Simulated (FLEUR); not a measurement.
# Anisotropy of free Ni(001) film, 4 layers with FLEUR

Aim: the anisotropy of free Ni(001) film, 4 layers from single passes in the potential of one collinear state.

Method: PBE; all-electron FLAPW film, Dirac cores, scalar-relativistic bands, in FLEUR MaX-R8.1.

This is a report of a sequence of runs, with most program output left out.

### 1. The structure

The cell holds 4 atoms: 4 Ni. Cell: a = 2.492 Å, b = 2.492 Å, c = 19.286 Å, α = 90.0°, β = 90.0°, γ = 90.0°. Layers at typed spacings, unrelaxed. Vacuum lies along c.

Structure file:

```
Ni
1.0
     2.49170    0.00000    0.00000
     0.00000    2.49170    0.00000
     0.00000    0.00000   19.28570
Ni
4
Direct
  0.00000 0.00000 0.36296
  0.50000 0.50000 0.45432
  0.00000 0.00000 0.54568
  0.50000 0.50000 0.63704
```

### 2. Self-consistent state

The force theorems are single passes in this state's potential, so it has to be converged first.

No symmetry is used, so that later steps may turn the spins freely; k and −k are joined. FLEUR takes the sheet as a true film: the images along c are dropped, heights are typed in bohr, and the vacuum on both sides is semi-infinite. inpgen writes inp.xml from crystal.txt; cutoffs, mixing, functional, smearing and local orbitals are then set in the file. The k list scf (kpts.xml, not shown) is a Γ-centred 12×12×1 mesh; where the ranks do not divide the number of points, some are split in two of half the weight.

Contents of inp.xml:

```
<?xml version="1.0" encoding="UTF-8" standalone="no"?>
<fleurInput fleurInputVersion="0.39">
   <comment>
      Ni
   </comment>
   <calculationSetup>
      <cutoffs Kmax="3.66" Gmax="11.0" GmaxXC="11.0" numbands="0"/>
      <scfLoop itmax="150" minDistance="0.00002" maxIterBroyd="15" imix="Anderson" alpha="0.03" precondParam="0.0" spinf="2.0" sdNocoIR="T"/>
      <coreElectrons ctail="F" frcor="F" kcrel="0" coretail_lmax="0"/>
      <xcFunctional name="pbe" relativisticCorrections="F"/>
      <magnetism jspins="2" l_noco="F" l_ss="F">
         <qss>0.0 0.0 0.0</qss>
         <mtNocoParams l_mperp="F" l_mtNocoPot="F" l_relaxSQA="F" mag_mixing_scheme="0" mix_RelaxWeightOffD="1.0" l_constrained="F" mix_constr="1.0"/>
         <sourceFreeMag l_sourceFree="F" l_scaleMag="F" mag_scale="1.0"/>
      </magnetism>
      <soc l_soc="F" theta="0.0" phi="0.0" spav="F"/>
      <expertModes spex="0" secvar="F"/>
      <geometryOptimization l_f="F" forcealpha="1.0" forcemix="BFGS" epsdisp="0.00001" epsforce="0.00001"/>
      <ldaU l_linMix="F" mixParam="0.05" spinf="1.0"/>
   </calculationSetup>
   <cell>
      <bzIntegration valenceElectrons="72.0" mode="hist" fermiSmearingEnergy="0.00183747">
         <kPointListSelection listName="scf"/>
         <xi:include xmlns:xi="http://www.w3.org/2001/XInclude" href="kpts.xml"> </xi:include>
      </bzIntegration>
      <xi:include xmlns:xi="http://www.w3.org/2001/XInclude" href="sym.xml"> </xi:include>
      <filmLattice scale="1.0" dVac="15.27" dTilda="17.77">
         <bravaisMatrixFilm>
            <row-1>    4.7086305846658192     0.0000000000000000</row-1>
            <row-2>    0.0000000000000000     4.7086305846658192</row-2>
         </bravaisMatrixFilm>
         <vacuumEnergyParameters vacuum="1" spinUp="-.25" spinDown="-.25"/>
         <vacuumEnergyParameters vacuum="2" spinUp="-.25" spinDown="-.25"/>
      </filmLattice>
   </cell>
   <atomSpecies>
      <species name="Nickel (Ni1.000" element="Ni" atomicNumber="28">
         <mtSphere radius="2.24" gridPoints="741" logIncrement="0.016"/>
         <atomicCutoffs lmax="8" lnonsphr="6"/>
         <electronConfig flipSpins="F">
            <coreConfig>(1s1/2) (2s1/2) (2p1/2) (2p3/2)</coreConfig>
            <valenceConfig>(3s1/2) (3p1/2) (3p3/2) (4s1/2) (3d3/2) (3d5/2)</valenceConfig>
            <stateOccupation state="(3d3/2)" spinUp="1.6" spinDown="1.6"/>
            <stateOccupation state="(3d5/2)" spinUp="2.9" spinDown="1.9"/>
         </electronConfig>
         <energyParameters s="4" p="4" d="3" f="4"/>
         <lo type="SCLO" l="0" n="3" eDeriv="0"/>
         <lo type="SCLO" l="1" n="3" eDeriv="0"/>
      </species>
   </atomSpecies>
   <atomGroups>
      <atomGroup species="Nickel (Ni1.000">
         <filmPos label="                   1">.0000000000 .0000000000 -4.9942711372</filmPos>
         <force calculate="T" relaxXYZ="TTT"/>
         <nocoParams  alpha="0.0" beta="0.0"/>
      </atomGroup>
      <atomGroup species="Nickel (Ni1.000">
         <filmPos label="                   2">1.000/2.000 1.000/2.000 -1.6647570458</filmPos>
         <force calculate="T" relaxXYZ="TTT"/>
         <nocoParams  alpha="0.0" beta="0.0"/>
      </atomGroup>
      <atomGroup species="Nickel (Ni1.000">
         <filmPos label="                   3">.0000000000 .0000000000 1.6647570458</filmPos>
         <force calculate="T" relaxXYZ="TTT"/>
         <nocoParams  alpha="0.0" beta="0.0"/>
      </atomGroup>
      <atomGroup species="Nickel (Ni1.000">
         <filmPos label="                   4">1.000/2.000 1.000/2.000 4.9942711372</filmPos>
         <force calculate="T" relaxXYZ="TTT"/>
         <nocoParams  alpha="0.0" beta="0.0"/>
      </atomGroup>
   </atomGroups>
   <output dos="F" band="F" slice="F">
      <bandDOS minEnergy="-.5*Htr" maxEnergy="0.5*Htr" sigma="0.015" storeEVData="T"/>
      <plotting iplot="0" polar="F">
         <plot TwoD="T" vec1="  1.0  0.0  0.0" vec2="  0.0  1.0  0.0" vec3="  0.0  0.0  1.0" zero="  0.0  0.0 -0.5" file="plot"/>
      </plotting>
      <moessbauerParams electricFieldGradient="F" isomerShift="F" coreHyperfine="F" valenceHyperfine="F"/>
   </output>
</fleurInput>
```

Contents of crystal.txt:

```
Ni
&input film=T cartesian=F /
2.49170000000  0.00000000000  0.00000000000
0.00000000000  2.49170000000  0.00000000000
0.00000000000  0.00000000000  1.00000000000
1.8897261246
1.0 1.0 1.0

4
28 0.00000000000  0.00000000000  -4.99427113724 : 1.000
28 0.50000000000  0.50000000000  -1.66475704575 : 1.000
28 0.00000000000  0.00000000000  1.66475704575 : 1.000
28 0.50000000000  0.50000000000  4.99427113724 : 1.000

&kpt div1=12 div2=12 div3=1 gamma=T /
```

Started as:

```bash
$ OMP_NUM_THREADS=1 inpgen -f crystal.txt -nosym -noco > inpgen.log  # inp.xml is then edited as shown
$ OMP_NUM_THREADS=1 mpirun -n 4 fleur_MPI > fleur.log
```

Elapsed: 4.2 min, on 4 MPI ranks of Arm Neoverse V1, shared host; peak memory 0.85 GiB.

Spin moment in the muffin-tin sphere by atom:

```csv
atom,spin moment in the muffin-tin sphere (μB)
Ni1,0.758
Ni2,0.695
Ni3,0.695
Ni4,0.758
```

Numbers from this step:

```
free energy                                                       : -165533.9303 eV
program's band gap on this mesh (in a metal only a level spacing) : 2.00e-10 eV
magnetization                                                     : 2.754 μB
final state                                                       : ferromagnetic
```

After 43 cycles the largest moment stands at 0.758 μB.

### 3. Energy against the direction of the moments, rung 1

Anisotropy is a small difference, so it is taken from sums over occupied states at a frozen potential, where most errors cancel.

One pass with spin–orbit coupling for each direction, from the saved density. Inversion lets half of the mesh serve, which the program's warning doesn't know. The k list mae (kpts.xml, not shown) is a Γ-centred 20×20×1 mesh.

inp.xml, as its differences from that of step 2:

```diff
@@ -6,4 +6,4 @@
    <calculationSetup>
-      <cutoffs Kmax="3.66" Gmax="11.0" GmaxXC="11.0" numbands="0"/>
-      <scfLoop itmax="150" minDistance="0.00002" maxIterBroyd="15" imix="Anderson" alpha="0.03" precondParam="0.0" spinf="2.0" sdNocoIR="T"/>
+      <cutoffs Kmax="3.66" Gmax="11.0" GmaxXC="11.0" numbands="136"/>
+      <scfLoop itmax="1" minDistance="0.00002" maxIterBroyd="15" imix="Anderson" alpha="0.03" precondParam="0.0" spinf="2.0" sdNocoIR="T"/>
       <coreElectrons ctail="F" frcor="F" kcrel="0" coretail_lmax="0"/>
@@ -15,3 +15,3 @@
       </magnetism>
-      <soc l_soc="F" theta="0.0" phi="0.0" spav="F"/>
+      <soc l_soc="T" theta="0.0" phi="0.0" spav="F"/>
       <expertModes spex="0" secvar="F"/>
@@ -22,3 +22,3 @@
       <bzIntegration valenceElectrons="72.0" mode="hist" fermiSmearingEnergy="0.00183747">
-         <kPointListSelection listName="scf"/>
+         <kPointListSelection listName="mae"/>
          <xi:include xmlns:xi="http://www.w3.org/2001/XInclude" href="kpts.xml"> </xi:include>
@@ -79,2 +79,5 @@
    </output>
+   <forceTheorem>
+      <MAE theta="0.0 1.5707963 1.5707963" phi="0.0 0.0 1.5707963"/>
+   </forceTheorem>
 </fleurInput>
```

Started as:

```bash
$ OMP_NUM_THREADS=1 mpirun -n 4 fleur_MPI -warn_only > fleur.log
```

Elapsed: 75 s, on 4 MPI ranks; peak memory 1.1 GiB; 5 min of CPU time.

Anisotropy energies, by row:

| axis | x | y | z | band energy less the first axis' (meV a cell) |
| --- | --- | --- | --- | --- |
| z | 0 | 0 | 1 | 0 |
| x | 1 | 0 | 0 | -0.8466 |
| y | 0 | 1 | 0 | -0.8466 |

Shape anisotropy is not in these numbers.

### 4. Energy against the direction of the moments, rung 2

A second rung shows how far the first can be trusted.

The k list mae (kpts.xml, not shown) is a Γ-centred 30×30×1 mesh.

inp.xml is that of step 3.

Run time: 2.8 min. Hardware: 4 MPI ranks; peak memory 1.8 GiB.

Anisotropy energies, by row:

```csv
axis,x,y,z,band energy less the first axis' (meV a cell)
z,0,0,1,0
x,1,0,0,-0.9424
y,0,1,0,-0.9424
```

### 5. Spin–orbit coupling, moments along z

Spin–orbit coupling ties the spins to the lattice and lets orbital moments form.

A new self-consistent run of the start ferro ++++, with the moments along z. The k list default-1 (kpts.xml, not shown) is a Γ-centred 30×30×1 mesh.

Contents of inp.xml:

```
<?xml version="1.0" encoding="UTF-8" standalone="no"?>
<fleurInput fleurInputVersion="0.39">
   <comment>
      Ni
   </comment>
   <calculationSetup>
      <cutoffs Kmax="3.66" Gmax="11.0" GmaxXC="11.0" numbands="152"/>
      <scfLoop itmax="150" minDistance="0.00002" maxIterBroyd="15" imix="Anderson" alpha="0.03" precondParam="0.0" spinf="2.0" sdNocoIR="T"/>
      <coreElectrons ctail="T" frcor="F" kcrel="0" coretail_lmax="0"/>
      <xcFunctional name="pbe" relativisticCorrections="F"/>
      <magnetism jspins="2"/>
      <soc l_soc="T" theta="0.0" phi="0.0" spav="F"/>
      <expertModes spex="0" secvar="F"/>
      <geometryOptimization l_f="F" forcealpha="1.0" forcemix="BFGS" epsdisp="0.00001" epsforce="0.00001"/>
      <ldaU l_linMix="F" mixParam="0.05" spinf="1.0"/>
   </calculationSetup>
   <cell>
      <bzIntegration valenceElectrons="72.0" mode="hist" fermiSmearingEnergy="0.00183747">
         <kPointListSelection listName="default-1"/>
         <xi:include xmlns:xi="http://www.w3.org/2001/XInclude" href="kpts.xml"> </xi:include>
      </bzIntegration>
      <xi:include xmlns:xi="http://www.w3.org/2001/XInclude" href="sym.xml"> </xi:include>
      <filmLattice scale="1.0" dVac="15.27" dTilda="17.77">
         <bravaisMatrixFilm>
            <row-1>    4.7086305846658192     0.0000000000000000</row-1>
            <row-2>    0.0000000000000000     4.7086305846658192</row-2>
         </bravaisMatrixFilm>
         <vacuumEnergyParameters vacuum="1" spinUp="-.25" spinDown="-.25"/>
      </filmLattice>
   </cell>
   <atomSpecies>
      <species name="Nickel (Ni1.000" element="Ni" atomicNumber="28">
         <mtSphere radius="2.24" gridPoints="741" logIncrement="0.016"/>
         <atomicCutoffs lmax="8" lnonsphr="6"/>
         <electronConfig flipSpins="F">
            <coreConfig>(1s1/2) (2s1/2) (2p1/2) (2p3/2)</coreConfig>
            <valenceConfig>(3s1/2) (3p1/2) (3p3/2) (4s1/2) (3d3/2) (3d5/2)</valenceConfig>
            <stateOccupation state="(3d3/2)" spinUp="1.6" spinDown="1.6"/>
            <stateOccupation state="(3d5/2)" spinUp="2.9" spinDown="1.9"/>
         </electronConfig>
         <energyParameters s="4" p="4" d="3" f="4"/>
         <lo type="SCLO" l="0" n="3" eDeriv="0"/>
         <lo type="SCLO" l="1" n="3" eDeriv="0"/>
      </species>
   </atomSpecies>
   <atomGroups>
      <atomGroup species="Nickel (Ni1.000">
         <filmPos label="                   1">-1.000/4.000 -1.000/4.000 -4.9942711372</filmPos>
         <filmPos label="                   4">1.000/4.000 1.000/4.000 4.9942711372</filmPos>
         <force calculate="T" relaxXYZ="TTT"/>
      </atomGroup>
      <atomGroup species="Nickel (Ni1.000">
         <filmPos label="                   2">1.000/4.000 1.000/4.000 -1.6647570458</filmPos>
         <filmPos label="                   3">-1.000/4.000 -1.000/4.000 1.6647570458</filmPos>
         <force calculate="T" relaxXYZ="TTT"/>
      </atomGroup>
   </atomGroups>
   <output dos="F" band="F" slice="F">
      <bandDOS minEnergy="-.5*Htr" maxEnergy="0.5*Htr" sigma="0.015" storeEVData="T"/>
      <plotting iplot="0" polar="F">
         <plot TwoD="T" vec1="  1.0  0.0  0.0" vec2="  0.0  1.0  0.0" vec3="  0.0  0.0  1.0" zero="  0.0  0.0 -0.5" file="plot"/>
      </plotting>
      <moessbauerParams electricFieldGradient="F" isomerShift="F" coreHyperfine="F" valenceHyperfine="F"/>
   </output>
</fleurInput>
```

crystal.txt, as its differences from that of step 2:

```diff
@@ -14,2 +14,3 @@
 
-&kpt div1=12 div2=12 div3=1 gamma=T /
+&soc 0.0000000 0.0000000 /
+&kpt div1=30 div2=30 div3=1 gamma=T /
```

Started as:

```bash
$ OMP_NUM_THREADS=1 inpgen -f crystal.txt > inpgen.log  # inp.xml is then edited as shown
$ OMP_NUM_THREADS=1 mpirun -n 4 fleur_MPI > fleur.log
```

Run time: 19 min. Hardware: 4 MPI ranks; peak memory 1.1 GiB.

Spin moment in the muffin-tin sphere by atom:

```
atom  spin moment in the muffin-tin sphere (μB)
 Ni1                                      0.738
 Ni2                                      0.682
 Ni3                                      0.682
 Ni4                                      0.738
```

Numbers from this step:

```
free energy                                                       : -165534.0320 eV
program's band gap on this mesh (in a metal only a level spacing) : 0 eV
magnetization                                                     : 2.686 μB
final state                                                       : ferromagnetic
orbital moment along the spin                                     : 0.06637 μB
```

Orbital moment in the sphere, along the spin axis by atom:

```csv
atom,"orbital moment in the sphere, along the spin axis (μB)"
Ni1,0.0664
Ni2,0.0560
Ni3,0.0560
Ni4,0.0664
```

### 6. Summary of results

```yaml
reference_state: ferromagnetic
largest_sphere_moment: 0.758 μB
easy_direction_of_those_tried: the plane normal to z
energy_along_x_less_z_force_theorem: -0.942 meV a primitive cell
orbital_moment_on_the_atom_of_largest_spin_along_its_spin_spin_orbit_run: 0.0664 μB
```

What this shows: By the force theorem the moments prefer the plane normal to z, with no direction in it resolved; shape anisotropy is not in it, and in a film it favours the plane. The difference for the second direction goes from -0.85 meV (mesh 20×20×1, 136 states, 5 min of CPU time) to -0.94 meV (mesh 30×30×1, 136 states, 11 min). The orbital moment is parallel to the spin, as Hund's third rule has it for a shell over half filled. The state was typed, and no other order was converged beside it, so it need not be the ground state.

[Logs and program files are shortened in this print: banners, set-up blocks, solver, clock and traceback lines can be left out without a mark of their own.]

[Logs are printed without paths, hosts, clocks, repeated set-up lines and the standing remarks that a program may print on its own settings, such as how far it seeks lower states.]

[Hosts, paths, dates, database ids (printed as entryN), source tags and the programs' standing remarks are cut or masked in the printed files.]

[Where a cell is said to come from a database of computed structures, the database is the Materials Project.]
